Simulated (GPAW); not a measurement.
# Cl (Cmce): G0W0 with GPAW, start to end, part 2 of 2

How does a plane-wave GW calculation on Cl (Cmce) run from the first input to the gap?

GPAW 26.7.0; PBE and many-body steps on it, plane waves. Known limits of the many-body steps: not at the basis limit; coarse k mesh.

So far. Step 3 (Bands along the symmetry lines): The gap is 2.478 eV, −0.012 eV from the run before at this level. Step 4 (Empty states on the mesh, 4×4×2 mesh, 198 bands): On this mesh the gap is 2.490 eV.

### Step 5. Screening and self-energy, 4×4×2 mesh, 87 bands, screening to 48 eV

G0W0 replaces the xc potential by the self-energy, built once from these orbitals. Only a window of levels is corrected, while the sums run over the empty bands that the input names.

This step: G0W0 on PBE, plane waves, PAW.

The input, run.py:

```python
import json
import numpy as np
from gpaw.mpi import world
from gpaw.response.g0w0 import G0W0

gw = G0W0('full.gpw',
    filename='gw',
    kpts=[0, 12],
    bands=(12, 16),
    ecut=48,
    nbands=87,
    integrate_gamma='WS',
    ppa=True)
gw.calculate()
res = {mode: {k: v for k, v in r.items() if k != 'sigma_eskwn'}
       for mode, r in gw.all_results.items()}

if world.rank == 0:
    with open('result.json', 'w') as f:
        json.dump(res, f, default=lambda x: x.tolist())
```

Started as:

```console
> mpirun -n 4 gpaw python run.py
```

Numbers of over 12 decimals in the logs are rounded to 6 here.

What it wrote:

```text
Using integrator: PointIntegrator
FrequencyGridDescriptor(from 0.000+0.000j to 0.000+27.211j eV, 2 points)
Nonperiodic BCs:  [False False False]
Using integrator: PointIntegrator
FrequencyGridDescriptor(from 0.000+0.000j to 0.000+27.211j eV, 2 points)
Nonperiodic BCs:  [False False False]
  ___  _ _ _
 |   || | | |
 | | || | | |
 |__ ||_____|
 |___|

BZ k-points: Symmetries present (total): 4

  [... matrices ...]
32 k-points: 4 x 4 x 2 Monkhorst-Pack grid + [1/8,1/8,1/4]
14 k-points in the irreducible part of the Brillouin zone
       k-points in crystal coordinates                weights
   0:     0.00000000    0.00000000    0.00000000          1/32
   1:     0.00000000    0.00000000    0.50000000          1/32
   2:     0.25000000   -0.25000000    0.00000000          2/32
   3:     0.25000000   -0.25000000    0.50000000          2/32
   4:     0.25000000    0.00000000    0.00000000          4/32
   5:     0.25000000    0.00000000    0.50000000          4/32
   6:     0.25000000    0.25000000    0.00000000          2/32
   7:     0.25000000    0.25000000    0.50000000          2/32
   8:     0.50000000    0.00000000    0.00000000          2/32
   9:     0.50000000    0.00000000    0.50000000          2/32
          ...
  13:     0.50000000    0.50000000    0.50000000          1/32

Distributing spins, k-points and bands (1 x 2 x 4) over 4 processes
Number of blocks: 1

Quasi particle states:
k-points (IBZ indices): [0, 12]
Band range: (12, 16)
  [... matrices ...]
Computational parameters:
Plane wave cut-off: 48 eV
Number of bands: 87
Coulomb cutoff: None
Broadening: 0.1 eV

fxc modes: GW
Kernel: RPA
Using Godby-Needs plasmon-pole approximation:
  Fitting energy: i*E0, E0 = 1.000 Hartree
Summing all q:

Calculating screened Coulomb potential
No Coulomb truncation
FrequencyGridDescriptor(from 0.000+0.000j to 0.000+27.211j eV, 2 points)
Removing empty qpoint cache files...

Calculating chi0 body with:
    Ground state adapter containing:
    Number of spins: 1
    Number of kpoints: 32
    Number of irreducible kpoints: 14
    Number of completely occupied states: 14
    Number of partially occupied states: 14
    Occupied states memory: 3.5888671875 M / cpu

    Linear response parametrization:
    q_c: [0.0, 0.0, 0.0]
    Number of frequency points: 2
    Planewave cutoff: 48.0
    Number of bands: 87
    Number of planewaves: 93
    Broadening (eta): 1e-06
    comm.size: 4
    kncomm.size: 4
    blockcomm.size: 1

    Memory estimate of potentially large arrays:
        chi0_wGG: 0.263947 M / cpu
Integrating chi0 body.

Symmetries of q_c:
    Direct symmetries (Uq -> q): 4
    Indirect symmetries (TUq -> q): 0
In total 4 allowed symmetries.

  [... matrices ...]
14 groups of equivalent kpoints. 56.25% reduction.

Integral kind: response function
Integrating chi0 head and wings.

Symmetries of q_c:
    Direct symmetries (Uq -> q): 4
    Indirect symmetries (TUq -> q): 0
In total 4 allowed symmetries.

  [... matrices ...]
14 groups of equivalent kpoints. 56.25% reduction.

Integral kind: response function wings

Calculating chi0 body with:
    Ground state adapter containing:
    Number of spins: 1
    Number of kpoints: 32
    Number of irreducible kpoints: 14
    Number of completely occupied states: 14
    Number of partially occupied states: 14
    Occupied states memory: 3.5888671875 M / cpu

    Linear response parametrization:
[... the further q-points ...]

Results:
f:      Occupation numbers
eps:     KS-eigenvalues [eV]
vxc:     KS vxc [eV]
exx:     Exact exchange [eV]
sigma:   Self-energies [eV]
dsigma:  Self-energy derivatives
Z:       Renormalization factors
qp:      QP-energies [eV]

k-point 0 (0): (0.000, 0.000, 0.000)                GW
band       f     eps     vxc     exx   sigma  dsigma       Z      qp
                                                                   GW
  12   1.000  -0.359 -17.020 -21.485   2.965  -0.238   0.808  -1.571
  13   1.000  -0.269 -17.277 -21.700   2.974  -0.238   0.808  -1.439
  14   0.000   2.278 -16.854 -11.617  -2.814  -0.226   0.815   4.253
  15   0.000   2.843 -17.627 -11.930  -2.948  -0.239   0.807   5.062

k-point 1 (12): (0.500, 0.500, 0.000)                GW
band       f     eps     vxc     exx   sigma  dsigma       Z      qp
                                                                   GW
  12   1.000  -0.573 -16.760 -21.137   2.911  -0.240   0.807  -1.755
  13   1.000  -0.213 -17.243 -21.644   2.949  -0.237   0.809  -1.387
  14   0.000   2.355 -16.961 -11.598  -2.839  -0.229   0.813   4.408
  15   0.000   2.547 -17.080 -11.630  -2.838  -0.233   0.811   4.664
```

Elapsed: 28 s, on 4 MPI ranks of Arm Neoverse V1, shared host; peak memory 0.97 GiB.

Numbers from this step:

```yaml
g0w0_gap_on_the_points_computed: 5.640 eV
least_direct_g0w0_gap_on_the_computed_points: 5.692 eV
z_at_the_valence_top: 0.8086
z_at_the_conduction_bottom: 0.8154
starting_gap_on_the_mesh: 2.490 eV
k_of_the_valence_top: 0.5, 0.5, 0
k_of_the_conduction_bottom: 0, 0, 0
```

The gap on the mesh goes from 2.49 eV to 5.64 eV, a correction of +3.15 eV.

Limits: finite bands, cutoff and mesh; coarse k mesh. v1 is the top filled band, c1 the lowest empty one. Levels before and after the correction, in eV, zero at the valence-band top of each column:

|  | conduction bottom | valence top |
| --- | --- | --- |
| Kohn-Sham | 2.49 | 0.00 |
| G0W0 | 5.64 | 0.00 |

|  | level | energy (eV) |
| --- | --- | --- |
| Kohn-Sham | Γ v2 | -0.146 |
| Kohn-Sham | Γ v1 | -0.056 |
| Kohn-Sham | Γ c1 | 2.490 |
| Kohn-Sham | Γ c2 | 3.055 |
| Kohn-Sham | (0.5 0.5 0) v2 | -0.361 |
| Kohn-Sham | (0.5 0.5 0) v1 | 0.000 |
| Kohn-Sham | (0.5 0.5 0) c1 | 2.568 |
| Kohn-Sham | (0.5 0.5 0) c2 | 2.759 |
| G0W0 | Γ v2 | -0.184 |
| G0W0 | Γ v1 | -0.052 |
| G0W0 | Γ c1 | 5.640 |
| G0W0 | Γ c2 | 6.449 |
| G0W0 | (0.5 0.5 0) v2 | -0.368 |
| G0W0 | (0.5 0.5 0) v1 | 0.000 |
| G0W0 | (0.5 0.5 0) c1 | 5.795 |
| G0W0 | (0.5 0.5 0) c2 | 6.051 |

### Step 6. Where the time went

Times are wall times on 4 MPI ranks of Arm Neoverse V1, shared host, good to a factor of about two.

| step | time | share | memory (GiB) |
| --- | --- | --- | --- |
| ground state | 21 s | 14 % | 0.7 |
| bands along the symmetry lines | 31 s | 21 % | 0.8 |
| empty states on the mesh | 67 s | 46 % | 2.7 |
| screening and self-energy | 28 s | 19 % | 0.97 |

### Step 7. Results

```yaml
pbe_gap: 2.48 eV, indirect
g0w0_gap_on_the_mesh: 5.64 eV
gw_settings: 4×4×2 mesh, 87 bands, screening to 48 eV, Godby-Needs plasmon pole
known_limits: not at the basis limit; coarse k mesh
```

**Reading.** G0W0 moves the gap on the mesh from 2.49 eV to 5.64 eV (+3.15 eV), with Z of 0.81 and 0.82 at the edges. Only 2 of the mesh's irreducible points were corrected, so a valley elsewhere could overtake. The dearest step here is «empty states on the mesh». Bands and cutoff are finite, so the gap is not at the basis limit. The miss can reach some tenths of an eV and take either sign; the mesh is an error of its own. These stock PAW sets were not made for GW. In the G0W0 run levels were corrected at 2 k points alone, so a gap called «on the mesh» is the least over those, and an edge elsewhere would be missed. The 4×4×2 mesh is coarse for this cell, which bears on the long-range parts of exchange and screening.

[Paths, hosts, dates, memory and timing lines, banners, echoed tables and standing remarks are left out of the program output.]

[Logs are printed without paths, hosts, clocks, repeated set-up lines and the standing remarks that a program may print on its own settings, such as how far it seeks lower states.]

[Runs of the session that timed out or met a known fault of the program may be left out.]

[Hosts, paths, dates, database ids (printed as entryN), source tags and the programs' standing remarks are cut or masked in the printed files.]
